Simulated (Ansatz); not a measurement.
# ZnNi3C (Pm-3m): phonons and vibrational spectra

How does ZnNi3C (Pm-3m) vibrate, and is this structure a minimum?

Main program and level: Ansatz 0.2.0; DFT PBEsol, scalar-relativistic, plane waves, PAW; PAW set soft_1.

## Step 1: Starting point

The structure is cubic, space group Pm-3m (No. 221). Conventional cell: a = 3.766 Å, b = 3.766 Å, c = 3.766 Å, α = 90.00°, β = 90.00°, γ = 90.00°. Nearest to Zn lie 12 Ni at 2.66 Å. Ni has 2 C at 1.88 Å and 4 Zn at 2.66 Å and 8 Ni at 2.66 Å nearest. Nearest to C lie 6 Ni at 1.88 Å. Farther neighbours are not listed.

## Step 2: Relaxation

The cell and atoms are relaxed, since residual forces and stress would shift the frequencies.

The input, input.yaml:

```yaml
crystal:
  lattice:
    - [3.766253, 0.0, 0.0]
    - [0.0, 3.766253, 0.0]
    - [0.0, 0.0, 3.766253]
  atoms:
    - { symbol: Zn, position: [0.0, 0.0, 0.0] }
    - { symbol: Ni, position: [0.0, 0.5, 0.5] }
    - { symbol: Ni, position: [0.5, 0.5, 0.0] }
    - { symbol: Ni, position: [0.5, 0.0, 0.5] }
    - { symbol: C, position: [0.5, 0.5, 0.5] }
kpoints:
  mp_grid: { grid: [10, 10, 10] }
hamiltonian:
  xc: pbesol
  pseudopotentials: { kind: paw, azcp: { folder: soft_1 }, xc_functional: pbe }
scf:
  occupations: { method: gaussian, width: 0.1 }
output:
  forces: true
  stress: true
  eigenvalues: true
relax:
  adjacent_minimum: "off"
  f_tol: 0.005
  max_steps: 80
  cell: { stress_tol: 0.05 }
```

Started as:

```sh
$ ansatz run input.yaml --threads 4 --pin off --max-ram 10240MiB --backend cpu --events-out ev --progress --plain --runs-dir out
```

Numbers of over 12 decimals in the logs are rounded to 6 here.

The program printed:

```text
Engine: ansatz 0.2.0, x86_64-unknown-linux-gnu
Pseudopotentials: kind: paw
Pseudopotential: Zn, paw, valence charge 12, recommended cutoff 420 eV (normal), soft_1/Zn.paw.azcp
Pseudopotential: Ni, paw, valence charge 18, recommended cutoff 420 eV (normal), soft_1/Ni.paw.azcp
Pseudopotential: C, paw, valence charge 4, recommended cutoff 420 eV (normal), soft_1/C.paw.azcp
Functional definition: PBEsol
  exchange = pbesol_x
  correlation = pbesol_c
Crystal: 5 atoms, lattice volume = 53.423 Å³
Basis set: ecut = 420 eV, 1021 PW (Γ), exchange–correlation on 54×54×54 points (8 copies of the dense FFT grid, shifted against one another)
Bands: 42, of which v1, the nominal top of the filled ones, is band 35 counted from 1 (34 counted from 0)
Symmetry: 48 space group operations
Space group: Pm-3m (ITA 221), of the structure as read, at distance tolerance 3.8e-5 Å
k-points: 56 of 1000
Non-local potential: Zn, projectors of the file, l = 0: 2, l = 1: 2, l = 2: 3, l = 3: 1
Non-local potential: Ni, projectors of the file, l = 0: 3, l = 1: 2, l = 2: 3, l = 3: 1
Non-local potential: C, projectors of the file, l = 0: 2, l = 1: 2, l = 2: 1
PAW form: soft (Blöchl's): semilocal exchange-correlation on the pseudo side does not see the compensation charge
PAW frozen core: Zn, regenerated for the run's functional, and the local potential with it (the file was generated under x = pbe(κ = 0.804, μ = 0.219515), c = pbe(β = 0.066725))
PAW frozen core: Ni, regenerated for the run's functional, and the local potential with it (the file was generated under x = pbe(κ = 0.804, μ = 0.219515), c = pbe(β = 0.066725))
PAW frozen core: C, regenerated for the run's functional, and the local potential with it (the file was generated under x = pbe(κ = 0.804, μ = 0.219515), c = pbe(β = 0.066725))
PAW one-centre angular grid: Zn, 590 points (default); XC on 64 Gauss nodes
PAW one-centre angular grid: Ni, 590 points (default); XC on 64 Gauss nodes
PAW one-centre angular grid: C, 110 points (default); XC on 64 Gauss nodes
Initial density: superposition of atomic densities (chi_scale 0.1, normalization cell, long waves kept (reshape's long-wave potential 0.01 eV rms))
Initial wavefunctions: pseudopotential atomic-orbital guess
Functional: x = pbesol(κ = 0.804, μ = 0.123457), c = pbesol(β = 0.046)
SCF iter   1: F=—  HF=-20943.954800 eV  |F-HF|=—  |Δ(HF+E_count)|=         —  Δρ=7.30e-2  dr2=3.40e0  ethr=3.10e-3  ⟨swp⟩=5.7  Hψ=8841  notcnv=0  defer=2
preconditioner: auto → Kerker (q_TF=auto, 2.854 Å⁻¹)  [metal: Δε(μ)=0.014 eV  Ē_g=8.495 eV  σ=0.100 eV  W_gap=0.08  n_scr=18 (ndim 8)  ℏωp=34.5 eV  f_vac=0.000  D(μ)=5.51/eV (n_scr^D=80)]
SCF iter   2: F=—  HF=-20943.335004 eV  |F-HF|=—  |Δ(HF+E_count)|=   6.20e-1  Δρ=3.30e-2  dr2=1.05e0  ethr=3.10e-3  ⟨swp⟩=2.4  Hψ=3102  notcnv=0  defer=107
SCF iter   3: F=—  HF=-20943.057051 eV  |F-HF|=—  |Δ(HF+E_count)|=   2.78e-1  Δρ=1.62e-2  dr2=3.09e-1  ethr=1.50e-3  ⟨swp⟩=2.2  Hψ=4190  notcnv=0  defer=110
SCF iter   4: F=—  HF=-20942.980432 eV  |F-HF|=—  |Δ(HF+E_count)|=   7.66e-2  Δρ=7.36e-3  dr2=2.32e-2  ethr=4.42e-4  ⟨swp⟩=2.4  Hψ=3738  notcnv=0  defer=110
SCF iter   5: F=—  HF=-20942.978034 eV  |F-HF|=—  |Δ(HF+E_count)|=   2.40e-3  Δρ=3.91e-3  dr2=4.79e-3  ethr=3.31e-5  ⟨swp⟩=2.1  Hψ=3672  notcnv=0  defer=103
SCF iter   6: F=—  HF=-20942.976876 eV  |F-HF|=—  |Δ(HF+E_count)|=   1.16e-3  Δρ=1.54e-3  dr2=6.23e-4  ethr=6.85e-6  ⟨swp⟩=2.0  Hψ=3494  notcnv=0  defer=103
SCF iter   7: F=—  HF=-20942.976699 eV  |F-HF|=—  |Δ(HF+E_count)|=   1.77e-4  Δρ=2.92e-4  dr2=2.80e-5  ethr=8.90e-7  ⟨swp⟩=2.1  Hψ=3496  notcnv=0  defer=103
SCF iter   8: F=—  HF=-20942.976690 eV  |F-HF|=—  |Δ(HF+E_count)|=   8.28e-6  Δρ=8.74e-5  dr2=3.52e-6  ethr=4.00e-8  ⟨swp⟩=2.0  Hψ=3297  notcnv=0  defer=103
SCF iter   9: F=—  HF=-20942.976690 eV  |F-HF|=—  |Δ(HF+E_count)|=   3.40e-7  Δρ=2.50e-5  dr2=2.18e-7  ethr=5.02e-9  ⟨swp⟩=2.5  Hψ=3779  notcnv=0  defer=103
SCF iter  10: F=-20942.976690 eV  HF=-20942.976690 eV  |F-HF|=6.80e-9  |Δ(HF+E_count)|=   4.92e-8  Δρ=4.94e-6  dr2=5.26e-9  ethr=1.43e-10  ⟨swp⟩=10.8  Hψ=11097  notcnv=0
SCF 1 converged in 10 iterations: F = -20942.976690 eV  dr2 = 5.26e-9
  greatest PAW one-centre occupation: 1.001 electrons in one spin orbital (limit 2), on the Ni atom at site 2 (counted from 0), in its partial waves of l = 1
relax step   1: F+E_penalty+E_count = -20942.97668983 eV  Δ(F+E_penalty+E_count) = +0.000e0 eV  max|allowed force component| = 4.312e-29 eV/Å  Δτ_max = 0.0000 Å  P = -7.516 GPa  Ω = 53.423 Å³  (10 SCF iters, dr2 threshold 1.00e-7 eV, accepted)
Crystal: 5 atoms, lattice volume = 52.408 Å³
Initial density: handed on by an earlier stage of this run
Initial wavefunctions: those handed on with the density
iter 1 solved again at ethr=1.68e-5 eV; its pass at ethr=3.10e-3 eV (dr2=1.18e-2 eV) is discarded
SCF iter   1: F=—  HF=-20943.015845 eV  |F-HF|=—  |Δ(HF+E_count)|=         —  Δρ=4.91e-3  dr2=1.15e-2  ethr=1.68e-5  ⟨swp⟩=1.2  Hψ=10590  notcnv=0
preconditioner: auto → Kerker (q_TF=auto, 2.863 Å⁻¹)  [metal: Δε(μ)=0.029 eV  Ē_g=8.746 eV  σ=0.100 eV  W_gap=0.16  n_scr=18 (ndim 8)  ℏωp=34.8 eV  f_vac=0.000  D(μ)=4.97/eV (n_scr^D=80)]
SCF iter   2: F=—  HF=-20943.014406 eV  |F-HF|=—  |Δ(HF+E_count)|=   1.44e-3  Δρ=2.11e-3  dr2=3.05e-3  ethr=1.64e-5  ⟨swp⟩=1.2  Hψ=2361  notcnv=0
SCF iter   3: F=—  HF=-20943.013841 eV  |F-HF|=—  |Δ(HF+E_count)|=   5.65e-4  Δρ=7.62e-4  dr2=3.79e-4  ethr=4.36e-6  ⟨swp⟩=2.0  Hψ=2890  notcnv=0
SCF iter   4: F=—  HF=-20943.013759 eV  |F-HF|=—  |Δ(HF+E_count)|=   8.24e-5  Δρ=2.82e-4  dr2=4.37e-5  ethr=5.41e-7  ⟨swp⟩=2.1  Hψ=3289  notcnv=0
SCF iter   5: F=—  HF=-20943.013748 eV  |F-HF|=—  |Δ(HF+E_count)|=   1.04e-5  Δρ=1.43e-4  dr2=1.20e-5  ethr=6.24e-8  ⟨swp⟩=2.3  Hψ=3646  notcnv=0
SCF iter   6: F=—  HF=-20943.013746 eV  |F-HF|=—  |Δ(HF+E_count)|=   2.29e-6  Δρ=4.92e-5  dr2=6.82e-7  ethr=1.72e-8  ⟨swp⟩=2.0  Hψ=3291  notcnv=0
SCF iter   7: F=-20943.013746 eV  HF=-20943.013746 eV  |F-HF|=9.93e-9  |Δ(HF+E_count)|=   2.00e-8  Δρ=8.07e-6  dr2=2.34e-8  ethr=7.14e-10  ⟨swp⟩=5.8  Hψ=10142  notcnv=0
SCF 2 converged in 7 iterations: F = -20943.013746 eV  dr2 = 2.34e-8
  greatest PAW one-centre occupation: 1.001 electrons in one spin orbital (limit 2), on the Ni atom at site 3 (counted from 0), in its partial waves of l = 1
relax step   2: F+E_penalty+E_count = -20943.01374612 eV  Δ(F+E_penalty+E_count) = -3.706e-2 eV  max|allowed force component| = 1.238e-29 eV/Å  Δτ_max = 0.0000 Å  P = -3.799 GPa  Ω = 52.408 Å³  energy of the carried Pulay correction = +9.853e-4 eV  (7 SCF iters, dr2 threshold 5.00e-7 eV, accepted)
Crystal: 5 atoms, lattice volume = 51.409 Å³
iter 1 solved again at ethr=1.71e-5 eV; its pass at ethr=3.10e-3 eV (dr2=1.20e-2 eV) is discarded
SCF iter   1: F=—  HF=-20943.028102 eV  |F-HF|=—  |Δ(HF+E_count)|=         —  Δρ=4.96e-3  dr2=1.17e-2  ethr=1.71e-5  ⟨swp⟩=1.2  Hψ=10646  notcnv=0
preconditioner: auto → Kerker (q_TF=auto, 2.872 Å⁻¹)  [metal: Δε(μ)=0.031 eV  Ē_g=8.885 eV  σ=0.100 eV  W_gap=0.17  n_scr=18 (ndim 8)  ℏωp=35.1 eV  f_vac=0.000  D(μ)=4.85/eV (n_scr^D=56)]
SCF iter   2: F=—  HF=-20943.026629 eV  |F-HF|=—  |Δ(HF+E_count)|=   1.47e-3  Δρ=2.18e-3  dr2=3.20e-3  ethr=1.67e-5  ⟨swp⟩=1.1  Hψ=2359  notcnv=0
SCF iter   3: F=—  HF=-20943.026041 eV  |F-HF|=—  |Δ(HF+E_count)|=   5.88e-4  Δρ=7.32e-4  dr2=3.58e-4  ethr=4.57e-6  ⟨swp⟩=2.0  Hψ=2944  notcnv=0
SCF iter   4: F=—  HF=-20943.025957 eV  |F-HF|=—  |Δ(HF+E_count)|=   8.43e-5  Δρ=3.02e-4  dr2=4.43e-5  ethr=5.12e-7  ⟨swp⟩=2.0  Hψ=3259  notcnv=0
SCF iter   5: F=—  HF=-20943.025946 eV  |F-HF|=—  |Δ(HF+E_count)|=   1.09e-5  Δρ=1.43e-4  dr2=1.20e-5  ethr=6.32e-8  ⟨swp⟩=2.4  Hψ=3725  notcnv=0
SCF iter   6: F=—  HF=-20943.025943 eV  |F-HF|=—  |Δ(HF+E_count)|=   2.36e-6  Δρ=5.08e-5  dr2=7.32e-7  ethr=1.72e-8  ⟨swp⟩=2.0  Hψ=3361  notcnv=0
SCF iter   7: F=-20943.025943 eV  HF=-20943.025943 eV  |F-HF|=9.54e-9  |Δ(HF+E_count)|=   2.24e-8  Δρ=8.39e-6  dr2=2.50e-8  ethr=7.14e-10  ⟨swp⟩=5.9  Hψ=10240  notcnv=0
SCF 3 converged in 7 iterations: F = -20943.025943 eV  dr2 = 2.50e-8
  greatest PAW one-centre occupation: 1.001 electrons in one spin orbital (limit 2), on the Ni atom at site 1 (counted from 0), in its partial waves of l = 1
relax step   3: F+E_penalty+E_count = -20943.02594325 eV  Δ(F+E_penalty+E_count) = -1.220e-2 eV  max|allowed force component| = 1.510e-29 eV/Å  Δτ_max = 0.0000 Å  P = +0.276 GPa  Ω = 51.409 Å³  energy of the carried Pulay correction = +1.973e-3 eV  (7 SCF iters, dr2 threshold 5.00e-7 eV, accepted)
[...]
relax step   4: F+E_penalty+E_count = -20943.02593220 eV  Δ(F+E_penalty+E_count) = +1.105e-5 eV  max|allowed force component| = 3.345e-29 eV/Å  Δτ_max = 0.0000 Å  P = -0.009 GPa  Ω = 51.475 Å³  energy of the carried Pulay correction = +1.907e-3 eV  (6 SCF iters, dr2 threshold 1.91e-7 eV, accepted)
Basis set: ecut = 420 eV, 1021 PW (Γ), exchange–correlation on 50×50×50 points (8 copies of the dense FFT grid, shifted against one another)
Initial wavefunctions: pseudopotential atomic-orbital guess (no wavefunctions were taken with the density)
iter 1 solved again at ethr=1.73e-6 eV; its pass at ethr=3.10e-3 eV (dr2=1.21e-3 eV) is discarded
SCF iter   1: F=—  HF=-20943.024115 eV  |F-HF|=—  |Δ(HF+E_count)|=         —  Δρ=1.03e-4  dr2=1.53e-6  ethr=1.73e-6  ⟨swp⟩=2.2  Hψ=13854  notcnv=0
eigensolver tolerance schedule: the retry pair's looser diagonalisation over-reported the residual by 787.15 of it (diagonalisation noise at 0.78 of the residual, at the tolerance the schedule requests for it); recorded, not acted on — ethr = c·dr2/N_el stays at c = 1.0e-1
preconditioner: auto → Kerker (q_TF=auto, 2.872 Å⁻¹)  [metal: Δε(μ)=0.023 eV  Ē_g=8.892 eV  σ=0.100 eV  W_gap=0.13  n_scr=18 (ndim 8)  ℏωp=35.1 eV  f_vac=0.000  D(μ)=4.63/eV (n_scr^D=56)]
SCF iter   2: F=—  HF=-20943.024159 eV  |F-HF|=—  |Δ(HF+E_count)|=   4.45e-5  Δρ=1.32e-4  dr2=4.06e-6  ethr=2.19e-9  ⟨swp⟩=2.5  Hψ=4558  notcnv=0
SCF iter   3: F=—  HF=-20943.024159 eV  |F-HF|=—  |Δ(HF+E_count)|=   3.93e-7  Δρ=2.30e-5  dr2=1.55e-7  ethr=2.19e-9  ⟨swp⟩=2.0  Hψ=2955  notcnv=0
SCF iter   4: F=—  HF=-20943.024159 eV  |F-HF|=—  |Δ(HF+E_count)|=   3.82e-7  Δρ=1.31e-5  dr2=5.93e-8  ethr=2.22e-10  ⟨swp⟩=2.4  Hψ=3611  notcnv=0
SCF iter   5: F=—  HF=-20943.024159 eV  |F-HF|=—  |Δ(HF+E_count)|=   3.42e-8  Δρ=5.26e-6  dr2=4.51e-9  ethr=8.47e-11  ⟨swp⟩=2.0  Hψ=3592  notcnv=0
SCF iter   6: F=—  HF=-20943.024159 eV  |F-HF|=—  |Δ(HF+E_count)|=   5.84e-9  Δρ=1.06e-6  dr2=1.98e-10  ethr=6.44e-12  ⟨swp⟩=2.8  Hψ=4384  notcnv=0
SCF iter   7: F=—  HF=-20943.024159 eV  |F-HF|=—  |Δ(HF+E_count)|=  8.00e-11  Δρ=4.87e-7  dr2=6.93e-11  ethr=1.00e-12  ⟨swp⟩=4.9  Hψ=9145  notcnv=0
SCF iter   8: F=-20943.024159 eV  HF=-20943.024159 eV  |F-HF|=3.64e-12  |Δ(HF+E_count)|=    0.00e0  Δρ=5.37e-8  dr2=9.40e-13  ethr=1.00e-12  ⟨swp⟩=4.3  Hψ=8247  notcnv=0
SCF 5 converged in 8 iterations: F = -20943.024159 eV  dr2 = 9.40e-13
relax step   5: F+E_penalty+E_count = -20943.02415874 eV  Δ(F+E_penalty+E_count) = +1.773e-3 eV  max|allowed force component| = 2.823e-28 eV/Å  Δτ_max = 0.0000 Å  P = -0.019 GPa  Ω = 51.475 Å³  stress off target by 1.92e-2 GPa  SCF on the basis re-selected at this cell (its energy is not comparable with the rows above)  (8 SCF iters)
basis re-selected at this cell: Δ(F+E_penalty+E_count) = +1.773e-3 eV, ΔP = -0.010 GPa vs the last step (what re-selecting the basis moved, of the pressure what is left beyond the Pulay correction that the steps carried, after the strain that the cell walked since its last selection, with what the two solves' SCF thresholds leave and, on support functions, any second-order correction that the steps lacked; it is no measure of the basis error at this ecutwfc). The dense FFT grid was sized anew with the basis: this SCF ran on 25×25×25 points, the steps before it on 27×27×27, so part of this shift can come from that change (see relax.cell in the input reference). [rest of the remark cut]
SCF converged after 8 iterations
Free energy (F): -20943.024159 eV
Harris-Foulkes:  -20943.024159 eV  (|F-HF|=3.64e-12)
Internal energy: -20943.001005 eV  (E = F + TS)
E sigma→0 (E₀):  -20943.012582 eV
Entropy (-TS):   -0.023153 eV (-4.631 meV/atom)
Fermi energy:    16.012128 eV
--- Per-component energies (eV) ---
  E_band       = -836.438343
  E_kinetic    = 1260.326828
  E_local      = -10807.725613  (includes V_loc(G=0)·N_el)
  E_nonlocal   = 496.552597
  E_hartree    = 5489.453644
  E_xc         = -463.582706
  E_vxc        = -548.767056  (∫ρ·V_xc dr)
  E_paw        = -6820.839667  (= ΣΔE_a)
  E_vpaw       = -2215.734810  (= ΣTr[D̂ρ^β])
  E_aug_tail   = 0.002469  (compensation charges beyond the density's cutoff)
  E_ewald      = -10098.598880
  E_core_change = 1.410324  (= ΣΔE_core)
  E_smearing   = -0.023153  (= −TS)
  E_closure    = 0.000000  (closes the sum)
  Σ components = -20943.024159   (vs F -20943.024159, Δ=0.00e0)
--- Forces (eV/Å), atoms counted from 1 ---
  atom   1  Zn    -0.00000000    -0.00000000    -0.00000000
  atom   2  Ni    -0.00000000     0.00000000     0.00000000
  atom   3  Ni     0.00000000     0.00000000     0.00000000
  atom   4  Ni    -0.00000000    -0.00000000     0.00000000
  atom   5  C     -0.00000000     0.00000000    -0.00000000
  max |Σ_I F_I| component: 3.98e-28 eV/Å
--- Stress (GPa, compression-positive) ---
       -0.019198       0.000000       0.000000
        0.000000      -0.019198       0.000000
        0.000000       0.000000      -0.019198
  P = ⅓ Tr σ = -0.0192 GPa (-0.192 kbar)
--- Band table (eV; the first three rows and the last of 56) ---
  k-point 0: bands = [... 31 lower, 14.7347, 15.2436, 15.2436, 15.2436, 15.5589, 18.9358, 20.6647, 20.6647, ... 3 higher]
  k-point 1: bands = [... 31 lower, 14.7213, 15.2437, 15.3161, 15.3161, 15.5214, 18.9540, 20.3040, 20.7461, ... 3 higher]
  k-point 2: bands = [... 31 lower, 14.6860, 15.2439, 15.4116, 15.5349, 15.5349, 19.0213, 19.8857, 20.9444, ... 3 higher]
  k-point 55: bands = [... 31 lower, 14.9821, 14.9821, 15.3187, 15.3187, 15.3187, 17.6164, 17.6164, 17.6164, ... 3 higher]
--- Relaxed structure (4 steps of the walk, 4 accepted, 1 SCFs on fresh bases) ---
  F+E_penalty+E_count = -20943.02415874 eV   max|allowed force component| = 2.823e-28 eV/Å   (the final SCF, on the basis selected at the relaxed cell)
  cell:  # Å, volume = 51.4753 Å³
    - [3.719915, 0, 0]
    - [0, 3.719915, 0]
    - [0, 0, 3.719915]
  atoms:
    - { symbol: Zn, position: [0, 0, 0] }
    - { symbol: Ni, position: [0, 0.500000, 0.500000] }
    - { symbol: Ni, position: [0.500000, 0.500000, 0] }
    - { symbol: Ni, position: [0.500000, 0, 0.500000] }
    - { symbol: C, position: [0.500000, 0.500000, 0.500000] }
```

The job ended after 10 s (4 threads of Intel Xeon Platinum 8375C at 2.90GHz (Ice Lake), shared host; peak memory 0.5 GiB).

This run has no spin polarisation, although Ni can carry a moment.

Step by step:

| step | energy less that of the first step (eV) | largest force component (eV/Å) | pressure (GPa) | volume (Å³) |
| --- | --- | --- | --- | --- |
| 1 | 0.0000 | 0.0000 | -7.52 | 53.42 |
| 2 | -0.0371 | 0.0000 | -3.80 | 52.41 |
| 3 | -0.0493 | 0.0000 | 0.28 | 51.41 |
| 4 | -0.0492 | 0.0000 | -0.01 | 51.48 |
| 5* | -0.0475 | 0.0000 | -0.02 | 51.48 |

Relaxation steps marked * repeat the geometry before them on a plane-wave basis chosen anew for their cell, so energy and pressure can jump there.

Forces are held to the 48 operations that the run works with; a distortion that breaks them can't arise in this run.

| conventional cell, symmetrised | before | after | change |
| --- | --- | --- | --- |
| a (Å) | 3.766 | 3.720 | -1.2 % |
| b (Å) | 3.766 | 3.720 | -1.2 % |
| c (Å) | 3.766 | 3.720 | -1.2 % |
| volume (Å³/atom) | 10.68 | 10.30 | -3.6 % |

The relaxed structure:

```xyz
5
Lattice="3.7199 0.0000 0.0000 0.0000 3.7199 0.0000 0.0000 0.0000 3.7199" Properties=species:S:1:pos:R:3 pbc="T T T"
Zn    0.0000    0.0000    0.0000
Ni    0.0000    1.8600    1.8600
Ni    1.8600    1.8600    0.0000
Ni    1.8600    0.0000    1.8600
C     1.8600    1.8600    1.8600
```

Numbers from this step:

| Item | Value |
| --- | --- |
| pressure | -0.01920 GPa |
| volume per atom | 10.30 Å³ |
| gap on the k-mesh | 0 eV |

In this step the volume went from 10.68 to 10.30 Å³/atom.

## Step 3: Tight relaxation

Phonons need a cell at rest on their own settings, so the relaxation is repeated with tight tolerances on forces and stress on the k mesh and occupations of the first response run.

input.yaml, the sections that differ from step 2:

```yaml
crystal:
  lattice:
    - [3.7199153285, 0.0, 0.0]
    - [0.0, 3.7199153285, 0.0]
    - [0.0, 0.0, 3.7199153285]
  atoms:
    - { symbol: Zn, position: [0.0, 0.0, 0.0] }
    - { symbol: Ni, position: [0.0, 0.5, 0.5] }
    - { symbol: Ni, position: [0.5, 0.5, 0.0] }
    - { symbol: Ni, position: [0.5, 0.0, 0.5] }
    - { symbol: C, position: [0.5, 0.5, 0.5] }
kpoints:
  mp_grid: { grid: [12, 12, 12] }
scf:
  occupations: { method: methfessel_paxton, width: 0.2 }
relax:
  adjacent_minimum: "off"
  f_tol: 0.001
  max_steps: 60
  cell: { stress_tol: 0.01 }
# hamiltonian, output: as in step 2
```

The program printed:

```text
[...]
Crystal: 5 atoms, lattice volume = 51.475 Å³
Basis set: ecut = 420 eV, 1021 PW (Γ), exchange–correlation on 50×50×50 points (8 copies of the dense FFT grid, shifted against one another)
Bands: 42, of which v1, the nominal top of the filled ones, is band 35 counted from 1 (34 counted from 0)
Symmetry: 48 space group operations
[...]
k-points: 84 of 1728
[...]
--- Relaxed structure (2 steps of the walk, 2 accepted, 1 SCFs on fresh bases) ---
[...]
cell:  # Å, volume = 51.4738 Å³
    - [3.719879, 0, 0.0]
    - [0, 3.719879, 0.0]
    - [0.0, 0.0, 3.719879]
  atoms:
    - { symbol: Zn, position: [0, 0, 0] }
    - { symbol: Ni, position: [0, 0.500000, 0.500000] }
    - { symbol: Ni, position: [0.500000, 0.500000, 0] }
    - { symbol: Ni, position: [0.500000, 0, 0.500000] }
    - { symbol: C, position: [0.500000, 0.500000, 0.500000] }
[key lines of the parts left out:]
SCF converged after 9 iterations
Free energy (F): -20943.012777 eV
Fermi energy:    16.026073 eV
P = ⅓ Tr σ = -0.0067 GPa (-0.067 kbar)
```

Run time: 8.7 s. Hardware: 4 threads; peak memory 0.52 GiB.

Little changed from the start: no atom moved by 0.005 Å and no cell edge by 0.1 %.

Numbers from this step:

| Quantity | Value |
| --- | --- |
| pressure | -0.006724 GPa |
| volume per atom | 10.29 Å³ |

The forces vanish by symmetry and the pressure is -0.007 GPa, within the tolerances set. The cell now holds 10.29 Å³/atom.

[end of part 1 of 3]

[Logs are printed without paths, hosts, clocks, repeated set-up lines and the standing remarks that a program may print on its own settings, such as how far it seeks lower states.]

[Hosts, paths, dates, database ids (printed as entryN), source tags and the programs' standing remarks are cut or masked in the printed files.]
